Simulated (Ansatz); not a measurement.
# Lattice dynamics of BiAs (model cell, started as CsCl type)

The cell of BiAs (model cell, started as CsCl type) is at rest. What are its phonons? After the zone centre comes a 4×4×4 q mesh on a 12×12×12 k mesh.

Method: DFT PBEsol, scalar-relativistic, plane waves, PAW, in Ansatz 0.2.0.

The structure was built from a prototype and need not be the compound's stable phase.

## Step 1: Starting point

The structure is cubic, space group Pm-3m (No. 221). Conventional cell: a = 3.629 Å, b = 3.629 Å, c = 3.629 Å, α = 90.00°, β = 90.00°, γ = 90.00°. Nearest to Bi lie 8 As at 3.14 Å. Nearest to As lie 8 Bi at 3.14 Å. Farther neighbours are not listed.

## Step 2: Modes at Γ

The cell comes from relaxations at this level that are not shown. The zone centre comes first: it holds the modes that light can see, as far as symmetry allows. No field response is asked, since the mesh shows no gap.

Input file input.yaml:

```yaml
crystal:
  lattice:
    - [3.6289249598, 0.0, 0.0]
    - [0.0, 3.6289249598, 0.0]
    - [0.0, 0.0, 3.6289249598]
  atoms:
    - { symbol: Bi, position: [0.0, 0.0, 0.0] }
    - { symbol: As, position: [0.5, 0.5, 0.5] }
kpoints:
  mp_grid: { grid: [12, 12, 12] }
hamiltonian:
  xc: pbesol
scf:
  occupations: { method: methfessel_paxton, width: 0.15 }
output:
  eigenvalues: true
phonons:
  method: dfpt
```

Run with:

```sh
> ansatz run input.yaml --threads 4 --pin off --max-ram 7168MiB --backend cpu --events-out ev --progress --plain --runs-dir out
```

Numbers of over 12 decimals in the logs are rounded to 6 here.

The program printed:

```text
Engine: ansatz 0.2.0, aarch64-unknown-linux-gnu
Pseudopotentials: kind: paw
Pseudopotential: Bi, paw, valence charge 15, recommended cutoff 420 eV (normal), Bi.paw.azcp
Pseudopotential: As, paw, valence charge 15, recommended cutoff 420 eV (normal), As.paw.azcp
Functional definition: PBEsol
  exchange = pbesol_x
  correlation = pbesol_c
Crystal: 2 atoms, lattice volume = 47.790 Å³
Basis set: ecut = 420 eV, 925 PW (Γ), exchange–correlation on 50×50×50 points (8 copies of the dense FFT grid, shifted against one another)
Bands: 19, of which v1, the nominal top of the filled ones, is band 15 counted from 1 (14 counted from 0)
Symmetry: 48 space group operations
k-points: 196 of 1728 (irreducible under 8 space group operations, time reversal used)
Non-local potential: Bi, projectors of the file, l = 0: 2, l = 1: 2, l = 2: 2, l = 3: 2
Non-local potential: As, projectors of the file, l = 0: 2, l = 1: 2, l = 2: 3, l = 3: 1
PAW form: soft (Blöchl's): semilocal exchange-correlation on the pseudo side does not see the compensation charge
PAW frozen core: Bi, regenerated for the run's functional, and the local potential with it (the file was generated under x = pbe(κ = 0.804, μ = 0.219515), c = pbe(β = 0.066725))
PAW frozen core: As, regenerated for the run's functional, and the local potential with it (the file was generated under x = pbe(κ = 0.804, μ = 0.219515), c = pbe(β = 0.066725))
PAW one-centre angular grid: Bi, 590 points (default); XC on 64 Gauss nodes
PAW one-centre angular grid: As, 590 points (default); XC on 64 Gauss nodes
Initial density: superposition of atomic densities (neutral atoms: chi_scale 0, normalization atom), corrected by the library's trained network
Initial wavefunctions: pseudopotential atomic-orbital guess
Functional: x = pbesol(κ = 0.804, μ = 0.123457), c = pbesol(β = 0.046)
SCF iter   1: F=—  HF=-17054.619094 eV  |F-HF|=—  |Δ(HF+E_count)|=         —  Δρ=3.45e-3  dr2=1.21e-2  ethr=1.77e-3  ⟨swp⟩=5.3  Hψ=16195  notcnv=0
preconditioner: auto → Kerker (q_TF=auto, 2.525 Å⁻¹)  [metal: Δε(μ)=0.044 eV  Ē_g=18.259 eV  σ=0.150 eV  W_gap=0.24  n_scr=18 (ndim 8)  ℏωp=24.0 eV  f_vac=0.000  D(μ)=1.64/eV (n_scr^D=18)]
SCF iter   2: F=—  HF=-17054.615628 eV  |F-HF|=—  |Δ(HF+E_count)|=   3.47e-3  S|Δr|=    0.00e0  Δρ=1.78e-3  dr2=2.72e-3  ethr=4.02e-5  ⟨swp⟩=1.6  Hψ=6463  notcnv=0
SCF iter   3: F=—  HF=-17054.615021 eV  |F-HF|=—  |Δ(HF+E_count)|=   6.08e-4  S|Δr|=    0.00e0  Δρ=5.15e-4  dr2=2.24e-4  ethr=9.06e-6  ⟨swp⟩=2.0  Hψ=6664  notcnv=0
SCF iter   4: F=—  HF=-17054.614969 eV  |F-HF|=—  |Δ(HF+E_count)|=   5.22e-5  S|Δr|=    0.00e0  Δρ=2.10e-4  dr2=1.18e-5  ethr=7.47e-7  ⟨swp⟩=2.9  Hψ=6546  notcnv=0
SCF iter   5: F=—  HF=-17054.614964 eV  |F-HF|=—  |Δ(HF+E_count)|=   4.75e-6  S|Δr|=    0.00e0  Δρ=4.43e-5  dr2=6.79e-7  ethr=3.92e-8  ⟨swp⟩=2.1  Hψ=5615  notcnv=0
SCF iter   6: F=—  HF=-17054.614961 eV  |F-HF|=—  |Δ(HF+E_count)|=   3.26e-6  S|Δr|=    0.00e0  Δρ=1.96e-5  dr2=1.32e-7  ethr=2.26e-9  ⟨swp⟩=2.0  Hψ=6665  notcnv=0
SCF iter   7: F=—  HF=-17054.614961 eV  |F-HF|=—  |Δ(HF+E_count)|=   6.46e-9  S|Δr|=    0.00e0  Δρ=5.02e-6  dr2=8.90e-9  ethr=4.41e-10  ⟨swp⟩=2.0  Hψ=5556  notcnv=0
SCF iter   8: F=—  HF=-17054.614961 eV  |F-HF|=—  |Δ(HF+E_count)|=   3.20e-9  S|Δr|=    0.00e0  Δρ=6.13e-7  dr2=1.27e-10  ethr=2.97e-11  ⟨swp⟩=2.0  Hψ=5692  notcnv=0
SCF iter   9: F=-17054.614961 eV  HF=-17054.614961 eV  |F-HF|=7.28e-12  |Δ(HF+E_count)|=  8.37e-11  S|Δr|=    0.00e0  Δρ=7.90e-8  dr2=3.34e-12  ethr=1.00e-12  ⟨swp⟩=6.6  Hψ=17913  notcnv=0
SCF 1 converged in 9 iterations: F = -17054.614961 eV  dr2 = 3.34e-12
  greatest PAW one-centre occupation: 0.999 electrons in one spin orbital (limit 2), on the As atom at site 1 (counted from 0), in its partial waves of l = 2
DFPT response loops at Γ: preconditioner auto → Kerker (q_TF=auto, 2.525 Å⁻¹) (partly filled bands, converged f_vac=0.000); β = 1.00, the filter's whole step (`scf.mixing.beta` (0.50) is not read by the response loops under this deck's `scf.mixing.preconditioner`; to damp them name `kerker` or `kerker_dos`, under which they read `scf.mixing.beta`, and type it under 1.00, their step now; both keys bind the ground state too); Broyden in place of MSR1
SCF converged after 9 iterations
Stability not checked: this state was not tested for a lower state beside it, because cold or Methfessel-Paxton smearing, or corrected tetrahedra, fill the levels in a way that the test cannot read (fill_not_monotonic; see scf.lower_state_search)
Free energy (F): -17054.614961 eV
Harris-Foulkes:  -17054.614961 eV  (|F-HF|=7.28e-12)
Internal energy: -17054.612669 eV  (E = F + TS)
E sigma→0 (E₀):  -17054.614388 eV
Entropy (-TS):   -0.002292 eV (-1.146 meV/atom)
Fermi energy:    12.534364 eV
--- Per-component energies (eV) ---
  E_band       = -269.482798
  E_kinetic    = 405.255505
  E_local      = -2859.452513  (includes V_loc(G=0)·N_el)
  E_nonlocal   = -105.885265
  E_hartree    = 1284.831088
  E_xc         = -229.798248
  E_vxc        = -224.356471  (∫ρ·V_xc dr)
  E_paw        = -12301.495270  (= ΣΔE_a)
  E_vpaw       = -54.705708  (= ΣTr[D̂ρ^β])
  E_aug_tail   = -0.000449  (compensation charges beyond the density's cutoff)
  E_ewald      = -3249.123698
  E_core_change = 1.056181  (= ΣΔE_core)
  E_smearing   = -0.002292  (= −TS)
  E_closure    = 0.000000  (closes the sum)
  Σ components = -17054.614961   (vs F -17054.614961, Δ=0.00e0)
--- Band table (eV; the first three rows and the last of 196) ---
  k-point 0: bands = [... 11 lower, 5.1796, 10.5457, 10.5457, 10.5457, 16.3310, 16.3310, 18.4976, 18.4976]
  k-point 1: bands = [... 11 lower, 4.9952, 10.4533, 10.6304, 10.6304, 16.3927, 16.7427, 18.0634, 18.2518]
  k-point 2: bands = [... 11 lower, 4.4656, 10.3412, 10.8818, 10.8818, 16.5769, 16.6229, 17.5816, 17.5816]
  k-point 195: bands = [... 11 lower, 3.1418, 9.8152, 9.8152, 9.8152, 9.8748, 9.8748, 9.8748, 28.0546]
--- Phonons (Γ-DFPT): 2 representative perturbations + reference, on 196 of 1728 k-points (Σ response iterations 6) ---
  k mesh reduced under 8 symmetry operations, with k and −k counted as one. Each operation leaves every solved perturbation unchanged. A smaller set is not used because it would not reduce the number of displacements times k-points to solve
  ASR residual: 7.972e-5 → 0.000e0 eV/Å²; symmetrization residual: 6.975e-6 eV/Å²
  ASR residual per site (eV/Å²): 7.97e-5 1.54e-5
  Γ frequencies (cm⁻¹): -10.99 -10.99 -10.99 0.00 0.00 0.00
  non-analytic LO–TO correction: not included (Born effective charges unavailable; polar crystals: no LO–TO splitting at Γ)
```

Wall time 12 s (4 threads of Arm Neoverse V2, shared host); peak memory 0.82 GiB; 46 s of CPU time.

In the SCF lines HF is the Harris–Foulkes energy and dr2 the Hartree energy of the density residual, in eV; the loop may stop once dr2 is under the threshold and the program's other checks hold. Hψ counts applications of the Hamiltonian.

This step gave:

```
volume per atom                                         : 23.89 Å³
gap on the k-mesh                                       : 0 eV
sum-rule residual before enforcement                    : 7.97e-5 eV/Å²
point group                                             : m-3m
highest optical mode at the zone centre (no LO-TO term) : -10.99 cm⁻¹
lowest optical zone-centre mode                         : -10.99 cm⁻¹
```

Patterns of degenerate modes are one choice out of their space. Modes at Γ, with each element's share of the kinetic energy (negative means imaginary):

| mode | frequency (cm⁻¹) | symmetry | Bi % | As % |
| --- | --- | --- | --- | --- |
| 1 | -11.0 | T1u | 26 | 74 |
| 2 | -11.0 | T1u | 26 | 74 |
| 3 | -11.0 | T1u | 26 | 74 |
| 4 | 0.0 | acoustic | 74 | 26 |
| 5 | 0.0 | acoustic | 74 | 26 |
| 6 | 0.0 | acoustic | 74 | 26 |

Before it was imposed, the acoustic sum rule was missed by 8.0e-5 eV/Å². Small misses are needed for a sound result but don't prove that mesh and cutoff are converged. The lowest optical mode is imaginary, 11.0i cm⁻¹, so the energy falls along it.

[end of part 1 of 2]

[Logs are printed without paths, hosts, clocks, repeated set-up lines and the standing remarks that a program may print on its own settings, such as how far it seeks lower states.]

[Hosts, paths, dates, database ids (printed as entryN), source tags and the programs' standing remarks are cut or masked in the printed files.]
